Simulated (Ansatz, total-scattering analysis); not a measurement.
## From input file to S(Q): formic acid

Aim: the structure of formic acid at 360 K, and the X-ray and neutron patterns it would give.

Method: ab initio molecular dynamics with Ansatz (revPBE-D3(BJ), plane waves, PAW default files, Langevin thermostat, no spin, fixed volume, H with the mass of D). Composition: 18 formic acid; O 40.0, C 20.0, H 40.0 atom %; 90 atoms. The average runs over 0.52 ps of 90 atoms, so shells between rare elements are rough. Mean temperature 359 K, largest m.s.d. 1.00 Å², energy drift +5 meV an atom (last third less first, no steady trend), Langevin friction 10 ps⁻¹; the first quarter of the run is discarded. Preparation: last frame of a classical run of this cell, a melt at this density, then 0.3 ps at 360 K with a cheaper basis and a friction of 10 ps⁻¹ (mean temperature of the first stage 375 K), too short to forget the start in full. So short a stretch relaxes bonds and nearest shells but still remembers its start.

## The run

The step of 1 fs has to resolve the fastest vibration, that of H (given the mass of D, which leaves classical structure unchanged and allows a longer step). The volume is fixed, since the run is too short for a cell to find its own; the mean pressure then hints how far the functional is from its own density, with errors up to a few GPa from cell size, k-points and loose SCF steps (the program warns of the last). One k-point, Γ, is the usual economy for a cell of this size. Smeared occupations keep the forces smooth should levels come near the Fermi energy. A dispersion term is added because semilocal functionals bind large anions and molecules too weakly, which shows as excess pressure at a given density. A Langevin thermostat samples the right structure once equilibrated, but its friction lowers diffusion.

Contents of input.yaml:

```yaml
crystal:
  lattice:
    - [10.4084, 0.0, 0.0]
    - [0.0, 10.4084, 0.0]
    - [0.0, 0.0, 10.4084]
  atoms:
    - { symbol: O, position: [0.34174, 0.52862, 0.86728] }
    - { symbol: C, position: [0.3227, 0.6555, 0.88239] }
    - { symbol: O, position: [0.22334, 0.71925, 0.86103] }
    - { symbol: H, position: [0.25762, 0.48775, 0.82871] }
[... 84 atom lines left out ...]
    - { symbol: H, position: [0.552, 0.95147, 0.94047] }
    - { symbol: H, position: [0.73609, 0.75678, 0.00528] }
kpoints:
  mp_grid: { grid: [1, 1, 1] }
scf:
  occupations: { method: fermi_dirac, width: 0.031 }
hamiltonian:
  xc: revpbe
  pseudopotentials: { kind: paw }
  dispersion: d3bj
output:
  forces: true
  stress: true
md:
  timestep: 1.0
  n_steps: 688
  ensemble: nvt_langevin
  temperature: 360.0
  initial_velocities: maxwell_boltzmann
  seed: 7
  masses: [{ species: H, mass: 2.014 }]
```

```console
$ ansatz run input.yaml --threads 4 --pin off --max-ram 10240MiB --backend cpu --events-out ev --progress --plain --runs-dir out
```

```text
Warning: md: disabling space-group detection — thermal motion breaks the input geometry's symmetry, so no spatial operation reduces the k-mesh or symmetrises the density; time reversal is kept, so that k and −k are [...]
Warning: output.stress: scf.convergence.dr2_threshold = 9e-8 eV (the default of an md: trajectory) is looser than the 9e-9 eV advised for a printed stress (1e-10 eV for each atom of the cell: 90). What an SCF threshold [...]
Warning: RAYON_NUM_THREADS=4 ignored (pool sized by the plan → 4); use --threads N
Engine: ansatz 0.2.0, aarch64-unknown-linux-gnu
Pseudopotential: O, paw, valence charge 6, recommended cutoff 420 eV (normal), O.paw.azcp
Pseudopotential: C, paw, valence charge 4, recommended cutoff 420 eV (normal), C.paw.azcp
Pseudopotential: H, paw, valence charge 1, recommended cutoff 420 eV (normal), H.paw.azcp
Functional definition: revPBE
Crystal: 90 atoms, lattice volume = 1127.592 Å³
Basis set: ecut = 420 eV, 22119 PW (Γ), exchange–correlation on 144×144×144 points (8 copies of the dense FFT grid, shifted against one another)
Bands: 252, of which v1, the nominal top of the filled ones, is band 162 counted from 1 (161 counted from 0)
k-points: 1
[... other set-up lines, SCF lines and steps between those shown are left out ...]
md step     0: t =     0.00 fs  T =   356.0 K  F+E_penalty+E_count = -25579.06359718 eV  E_kin = 4.141490 eV  P_inst = 0.0820 GPa  (10 SCF iters)
md step     1: t =     1.00 fs  T =   359.9 K  F+E_penalty+E_count = -25579.13050401 eV  E_kin = 4.186850 eV  P_inst = -0.0071 GPa  (9 SCF iters, 3 dispersion substeps)
md step    27: t =    27.00 fs  T =   339.6 K  F+E_penalty+E_count = -25579.07054843 eV  E_kin = 3.950945 eV  P_inst = 0.3646 GPa  (7 SCF iters, 3 dispersion substeps)
md step    54: t =    54.00 fs  T =   385.5 K  F+E_penalty+E_count = -25579.12556270 eV  E_kin = 4.484125 eV  P_inst = 0.8704 GPa  (7 SCF iters, 3 dispersion substeps)
md step    81: t =    81.00 fs  T =   358.3 K  F+E_penalty+E_count = -25578.92674117 eV  E_kin = 4.168075 eV  P_inst = 0.0133 GPa  (8 SCF iters, 3 dispersion substeps)
md step   108: t =   108.00 fs  T =   314.9 K  F+E_penalty+E_count = -25577.92652633 eV  E_kin = 3.663929 eV  P_inst = 0.7526 GPa  (7 SCF iters, 3 dispersion substeps)
md step   135: t =   135.00 fs  T =   341.2 K  F+E_penalty+E_count = -25578.15081739 eV  E_kin = 3.969069 eV  P_inst = -0.1110 GPa  (8 SCF iters, 3 dispersion substeps)
md step   162: t =   162.00 fs  T =   314.2 K  F+E_penalty+E_count = -25578.42666845 eV  E_kin = 3.655312 eV  P_inst = -0.2469 GPa  (7 SCF iters, 3 dispersion substeps)
md step   189: t =   189.00 fs  T =   365.8 K  F+E_penalty+E_count = -25579.06526124 eV  E_kin = 4.255605 eV  P_inst = -0.4001 GPa  (7 SCF iters, 3 dispersion substeps)
md step   216: t =   216.00 fs  T =   376.4 K  F+E_penalty+E_count = -25579.30733826 eV  E_kin = 4.379026 eV  P_inst = 0.3527 GPa  (7 SCF iters, 3 dispersion substeps)
md step   243: t =   243.00 fs  T =   331.8 K  F+E_penalty+E_count = -25578.83025020 eV  E_kin = 3.859447 eV  P_inst = 0.9802 GPa  (7 SCF iters, 3 dispersion substeps)
md step   270: t =   270.00 fs  T =   344.6 K  F+E_penalty+E_count = -25579.42719824 eV  E_kin = 4.008422 eV  P_inst = 1.2318 GPa  (9 SCF iters, 3 dispersion substeps)
md step   297: t =   297.00 fs  T =   332.3 K  F+E_penalty+E_count = -25579.38597047 eV  E_kin = 3.866219 eV  P_inst = 0.7052 GPa  (7 SCF iters, 3 dispersion substeps)
md step   324: t =   324.00 fs  T =   344.4 K  F+E_penalty+E_count = -25579.03003763 eV  E_kin = 4.006106 eV  P_inst = 1.3437 GPa  (7 SCF iters, 3 dispersion substeps)
md step   351: t =   351.00 fs  T =   340.3 K  F+E_penalty+E_count = -25578.84163801 eV  E_kin = 3.958309 eV  P_inst = 0.6808 GPa  (7 SCF iters, 3 dispersion substeps)
md step   378: t =   378.00 fs  T =   360.2 K  F+E_penalty+E_count = -25578.99950826 eV  E_kin = 4.190212 eV  P_inst = 0.6394 GPa  (7 SCF iters, 3 dispersion substeps)
md step   405: t =   405.00 fs  T =   362.3 K  F+E_penalty+E_count = -25579.10793029 eV  E_kin = 4.215107 eV  P_inst = 0.6545 GPa  (7 SCF iters, 3 dispersion substeps)
md step   432: t =   432.00 fs  T =   363.3 K  F+E_penalty+E_count = -25579.13562973 eV  E_kin = 4.226791 eV  P_inst = -0.1151 GPa  (7 SCF iters, 3 dispersion substeps)
md step   459: t =   459.00 fs  T =   311.2 K  F+E_penalty+E_count = -25578.65420605 eV  E_kin = 3.620877 eV  P_inst = 0.7777 GPa  (7 SCF iters, 3 dispersion substeps)
md step   486: t =   486.00 fs  T =   315.9 K  F+E_penalty+E_count = -25578.42227428 eV  E_kin = 3.675068 eV  P_inst = 1.0475 GPa  (7 SCF iters, 3 dispersion substeps)
md step   513: t =   513.00 fs  T =   335.5 K  F+E_penalty+E_count = -25578.82341247 eV  E_kin = 3.903009 eV  P_inst = 0.3862 GPa  (7 SCF iters, 3 dispersion substeps)
md step   540: t =   540.00 fs  T =   384.8 K  F+E_penalty+E_count = -25579.05292909 eV  E_kin = 4.476209 eV  P_inst = 1.3485 GPa  (9 SCF iters, 3 dispersion substeps)
md step   567: t =   567.00 fs  T =   330.9 K  F+E_penalty+E_count = -25578.65591532 eV  E_kin = 3.849015 eV  P_inst = 0.7369 GPa  (7 SCF iters, 3 dispersion substeps)
md step   594: t =   594.00 fs  T =   324.9 K  F+E_penalty+E_count = -25578.49434238 eV  E_kin = 3.779250 eV  P_inst = 0.1030 GPa  (8 SCF iters, 3 dispersion substeps)
md step   621: t =   621.00 fs  T =   371.3 K  F+E_penalty+E_count = -25578.76413871 eV  E_kin = 4.319036 eV  P_inst = 0.8979 GPa  (7 SCF iters, 3 dispersion substeps)
md step   648: t =   648.00 fs  T =   371.4 K  F+E_penalty+E_count = -25578.90479926 eV  E_kin = 4.320089 eV  P_inst = 2.4235 GPa  (7 SCF iters, 3 dispersion substeps)
md step   675: t =   675.00 fs  T =   380.3 K  F+E_penalty+E_count = -25579.18667254 eV  E_kin = 4.424384 eV  P_inst = 1.1766 GPa  (7 SCF iters, 3 dispersion substeps)
[... last step's energies and forces left out ...]
--- MD trajectory: 688 steps, t = 0.0 → 688.0 fs ---
  final state: T = 365.7 K   F+E_penalty+E_count = -25578.94341962 eV   E_kin = 4.254292 eV
```

Time and hardware: 56 min on 4 threads of Arm Neoverse V1 (shared host), peak memory 1.2 GiB.

## Analysis

The totals are in Faber–Ziman form. Below 4 Å⁻¹ the partials are summed on the cell's own reciprocal vectors (from 0.60 Å⁻¹) and folded with a Gaussian of σ = 0.13 Å⁻¹; above it they are transforms of g(r) out to 7.1 Å, tapered over the last 40 %. The fold lowers sharp peaks, and with so few vectors their positions are good to about 0.1 Å⁻¹. X-rays take neutral-atom form factors, neutrons coherent lengths (O 5.8037, C 6.6472, H 6.6681 fm). Hydrogen is taken as deuterium. G(r) = 4πrρ₀[g(r) − 1] carries the resolution of a Lorch-windowed transform up to 20 Å⁻¹. The patterns are simulated, not measured. The cell is small: beyond half the box only the part of each shell inside it is counted, and low-Q values rest on few vectors. It is averaged over 130 frames.

```csv
T (K),state,density (g/cm³),first clear X-ray maximum (Å⁻¹),its height (X-ray),first clear neutron maximum (Å⁻¹),its height (neutron),C–C (Å),C around C,held,"D over the elements, rough (10⁻⁹ m²/s)"
360,liquid,1.220,1.74,1.94,1.74,1.89,3.77,9.58,"volume, 0.6 GPa mean",-
```

X-ray S(Q):

```csv
Q (Å⁻¹),360 K
0.8,-0.18
1.1,0.17
1.4,0.83
1.7,1.92
2.0,1.66
2.3,1.51
2.6,0.92
2.9,0.61
3.2,0.58
3.5,0.65
3.8,0.91
4.1,0.88
4.4,0.79
4.7,0.74
5.0,0.84
5.3,1.04
5.6,1.22
5.9,1.31
6.2,1.31
6.5,1.22
6.8,1.11
7.1,1.04
7.4,0.97
7.7,0.90
8.0,0.86
8.3,0.84
8.6,0.85
8.9,0.88
```

At 360 K the maxima of S(Q), Q in Å⁻¹ (height), are X-ray: 1.74 (1.94), 3.79 (0.91), 6.05 (1.33), 11.61 (1.12); neutron: 1.74 (1.89), 3.90 (0.89), 7.09 (1.19). Its shells:

```csv
pair,first peak (Å),g there,first minimum (Å),g there,neighbours,kind,X-ray weight (f = Z),neutron weight
O–H,1.00,12.9,1.26,0.01,"0.5 H per O, 0.5 O per H",within molecules,0.11,0.31
C–H,1.10,21.2,1.42,0.00,"1.0 H per C, 0.5 C per H",within molecules,0.04,0.18
O–C,1.23,21.0,1.58,0.01,"1.0 C per O, 2.0 O per C",within molecules,0.33,0.15
O–O,2.27,3.8,2.48,0.30,1.0,within molecules,0.44,0.14
H–H,2.85,2.8,3.20,0.87,3.4,47 % within molecules at the peak,0.01,0.18
C–C,3.77,2.1,5.24,0.71,9.6,between molecules,0.06,0.04
```

The tapered transform alone would put 1.73 at the X-ray maximum of 1.74 Å⁻¹, where the reciprocal vectors give 1.94: a cut in r lowers sharp peaks, which is why the direct sum is used there.

**Reading.** Distances within molecules give the sharpest pair functions, and with hydrogen they rule the neutron S(Q) at high Q: O–H 1.00 Å, C–H 1.10 Å, O–C 1.23 Å and O–O 2.27 Å (first peaks only). On the last frame 100 % of the H on O, N or F point at an acceptor of another molecule or at an anion within hydrogen-bond range (2.35 Å to O, N, F; 2.85 Å to Cl, Br, I).

[Logs are printed without paths, hosts, clocks, repeated set-up lines and the standing remarks that a program may print on its own settings, such as how far it seeks lower states.]
